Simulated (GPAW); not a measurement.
# GaBi (honeycomb monolayer): G0W0 with GPAW, start to end, part 2 of 2

How does a plane-wave GW calculation on GaBi (honeycomb monolayer) run from the first input to the gap?

GPAW 26.7.0; LDA and many-body steps on it, plane waves. Known limits of the many-body steps: not at the basis limit; model gap, bands may invert with spin-orbit coupling; no spin-orbit coupling.

So far. Step 3 (Ground state): The gap is direct, at Γ. Step 4 (Empty states on the mesh, 6×6×1 mesh, 319 bands): On this mesh the gap is 0.202 eV.

### Step 5. Screening and self-energy, 6×6×1 mesh, 143 bands, screening to 48 eV

G0W0 replaces the xc potential by the self-energy, built once from these orbitals. Only a window of levels is corrected, while the sums run over the empty bands that the input names.

This step: G0W0 on LDA, plane waves, PAW.

Input file run.py:

```python
import json
import numpy as np
from gpaw.mpi import world
from gpaw.response.g0w0 import G0W0

gw = G0W0('full.gpw',
    filename='gw',
    kpts=[0],
    bands=(7, 11),
    ecut=48,
    nbands=143,
    truncation='2D',
    integrate_gamma='sphere',
    q0_correction=True,
    frequencies={'type': 'nonlinear', 'domega0': 0.15, 'omega2': 15.0},
    eta=0.1,
    nblocksmax=True)
gw.calculate()
res = {mode: {k: v for k, v in r.items() if k != 'sigma_eskwn'}
       for mode, r in gw.all_results.items()}

if world.rank == 0:
    with open('result.json', 'w') as f:
        json.dump(res, f, default=lambda x: x.tolist())
```

Started as:

```console
$ mpirun -n 4 gpaw python run.py
```

Numbers of over 12 decimals in the logs are rounded to 6 here.

The program printed:

```text
Using integrator: PointIntegrator
NonLinearFrequencyDescriptor(from 0.000 to 68.588 eV, 159 points)
Nonperiodic BCs:  [False False  True]
Using integrator: PointIntegrator
NonLinearFrequencyDescriptor(from 0.000 to 68.588 eV, 159 points)
Nonperiodic BCs:  [False False  True]
Applying analytical 2D correction to W:
    Evaluating Gamma point contribution to W on a 17x17x1 grid
  ___  _ _ _
 |   || | | |
 | | || | | |
 |__ ||_____|
 |___|

BZ k-points: Symmetries present (total): 6

  [... matrices ...]
36 k-points: 6 x 6 x 1 Monkhorst-Pack grid + [1/12,1/12,0.000000]
7 k-points in the irreducible part of the Brillouin zone
       k-points in crystal coordinates                weights
   0:     0.00000000    0.00000000    0.00000000          1/36
   1:     0.16666667    0.00000000    0.00000000          6/36
   2:     0.33333333   -0.16666667    0.00000000          6/36
   3:     0.33333333    0.00000000    0.00000000          6/36
   4:     0.33333333    0.33333333    0.00000000          2/36
   5:     0.50000000    0.33333333    0.00000000         12/36
   6:     0.50000000    0.50000000    0.00000000          3/36

Distributing spins, k-points and bands (1 x 1 x 4) over 1 process
Number of blocks: 4

Quasi particle states:
k-points (IBZ indices): [0]
Band range: (7, 11)
  [... matrices ...]
Computational parameters:
Plane wave cut-off: 48 eV
Number of bands: 143
Coulomb cutoff: 2D
Broadening: 0.1 eV

fxc modes: GW
Kernel: RPA
Using full-frequency real axis integration
Summing all q:

Calculating screened Coulomb potential
2D Coulomb truncation
NonLinearFrequencyDescriptor(from 0.000 to 68.588 eV, 159 points)
Removing empty qpoint cache files...

Calculating chi0 body with:
    Ground state adapter containing:
    Number of spins: 1
    Number of kpoints: 36
    Number of irreducible kpoints: 7
    Number of completely occupied states: 9
    Number of partially occupied states: 9
    Occupied states memory: 4.4296875 M / cpu

    Linear response parametrization:
    q_c: [1.3877787807814457e-17, 1.3877787807814457e-17, 0.0]
    Number of frequency points: 159
    Planewave cutoff: 48.0
    Number of bands: 143
    Number of planewaves: 151
    Broadening (eta): 0.1
    comm.size: 4
    kncomm.size: 1
    blockcomm.size: 4

    Memory estimate of potentially large arrays:
        chi0_wGG: 13.829647 M / cpu
Integrating chi0 body.

Symmetries of q_c:
    Direct symmetries (Uq -> q): 6
    Indirect symmetries (TUq -> q): 6
In total 12 allowed symmetries.

  [... matrices ...]
7 groups of equivalent kpoints. 80.555556% reduction.

Integral kind: spectral function
Integrating chi0 head and wings.

Symmetries of q_c:
    Direct symmetries (Uq -> q): 6
    Indirect symmetries (TUq -> q): 6
In total 12 allowed symmetries.

  [... matrices ...]
7 groups of equivalent kpoints. 80.555556% reduction.

Integral kind: spectral function wings

Calculating chi0 body with:
    Ground state adapter containing:
    Number of spins: 1
    Number of kpoints: 36
    Number of irreducible kpoints: 7
    Number of completely occupied states: 9
    Number of partially occupied states: 9
[... the further q-points ...]

Results:
f:      Occupation numbers
eps:     KS-eigenvalues [eV]
vxc:     KS vxc [eV]
exx:     Exact exchange [eV]
sigma:   Self-energies [eV]
dsigma:  Self-energy derivatives
Z:       Renormalization factors
qp:      QP-energies [eV]

k-point 0 (0): (0.000, 0.000, 0.000)                GW
band       f     eps     vxc     exx   sigma  dsigma       Z      qp
                                                                   GW
   7   1.000  -1.861 -14.160 -14.918   0.969  -0.493   0.670  -1.719
   8   1.000  -1.861 -14.160 -14.918   0.969  -0.493   0.670  -1.719
   9   0.000  -1.659 -13.109 -10.001  -2.052  -0.509   0.663  -0.959
  10   0.000   0.739  -6.782  -3.567  -2.909  -0.540   0.649   0.938
```

The job ended after 49 s (4 MPI ranks of Arm Neoverse V1, shared host; peak memory 1.6 GiB).

This step gave:

* G0W0 gap on the points computed: 0.7606 eV
* least direct G0W0 gap on the computed points: 0.7606 eV
* Z at the valence top: 0.6699
* Z at the conduction bottom: 0.6627
* starting gap on the mesh: 0.2021 eV
* k of the valence top: 0, 0, 0
* k of the conduction bottom: 0, 0, 0

The gap on the mesh goes from 0.20 eV to 0.76 eV, a correction of +0.56 eV.

Limits: finite bands, cutoff and mesh; model gap, bands may invert with spin-orbit coupling; no spin-orbit coupling. v1 is the top filled band, c1 the lowest empty one. Levels before and after the correction, in eV, zero at the valence-band top of each column:

|  | conduction bottom | valence top |
| --- | --- | --- |
| Kohn-Sham | 0.20 | 0.00 |
| G0W0 | 0.76 | 0.00 |

|  | level | energy (eV) |
| --- | --- | --- |
| Kohn-Sham | Γ v2-v1 | 0.000 |
| Kohn-Sham | Γ c1 | 0.202 |
| Kohn-Sham | Γ c2 | 2.600 |
| G0W0 | Γ v2-v1 | 0.000 |
| G0W0 | Γ c1 | 0.761 |
| G0W0 | Γ c2 | 2.657 |

### Step 6. Where the time went

Times are wall times on 4 MPI ranks of Arm Neoverse V1, shared host, good to a factor of about two.

| step | time | share | memory (GiB) |
| --- | --- | --- | --- |
| relaxation | 42 s | 16 % | 1.0 |
| ground state | 6.9 s | 3 % | 0.72 |
| empty states on the mesh | 2.7 min | 63 % | 5.5 |
| screening and self-energy | 49 s | 19 % | 1.6 |

### Step 7. Results

| Item | Value |
| --- | --- |
| LDA gap | 0.20 eV, direct |
| G0W0 gap on the mesh | 0.76 eV |
| GW settings | 6×6×1 mesh, 143 bands, screening to 48 eV, full frequency, Hilbert transform |
| known limits | not at the basis limit; model gap, bands may invert with spin-orbit coupling; no spin-orbit coupling |

What this shows: G0W0 moves the gap on the mesh from 0.20 eV to 0.76 eV (+0.56 eV), with Z of 0.67 and 0.66 at the edges. Only 1 of the mesh's irreducible points was corrected, so a valley elsewhere could overtake. The dearest step here is «empty states on the mesh». Bands and cutoff are finite, so the gap is not at the basis limit. The miss can reach some tenths of an eV and take either sign; the mesh is an error of its own. These stock PAW sets were not made for GW; the filled d or f shell of Ga lies in the frozen core, which bears on start and correction. In the G0W0 run levels were corrected at 1 k point alone, so a gap called «on the mesh» is the least over those, and an edge elsewhere would be missed. Where an edge is built on 6p states of lead, bismuth or thallium, scalar-relativistic gaps usually stand too wide, by a few tenths to over one eV. With atoms this heavy and so narrow a gap, spin-orbit coupling can invert the bands. These scalar-relativistic gaps are then model values, not to be set against experiment, and a spin-orbit change taken from DFT can't simply be added.

[Paths, hosts, dates, memory and timing lines, banners, echoed tables and standing remarks are left out of the program output.]

[Logs are printed without paths, hosts, clocks, repeated set-up lines and the standing remarks that a program may print on its own settings, such as how far it seeks lower states.]

[Runs of the session that timed out or met a known fault of the program may be left out.]

[Hosts, paths, dates, database ids (printed as entryN), source tags and the programs' standing remarks are cut or masked in the printed files.]
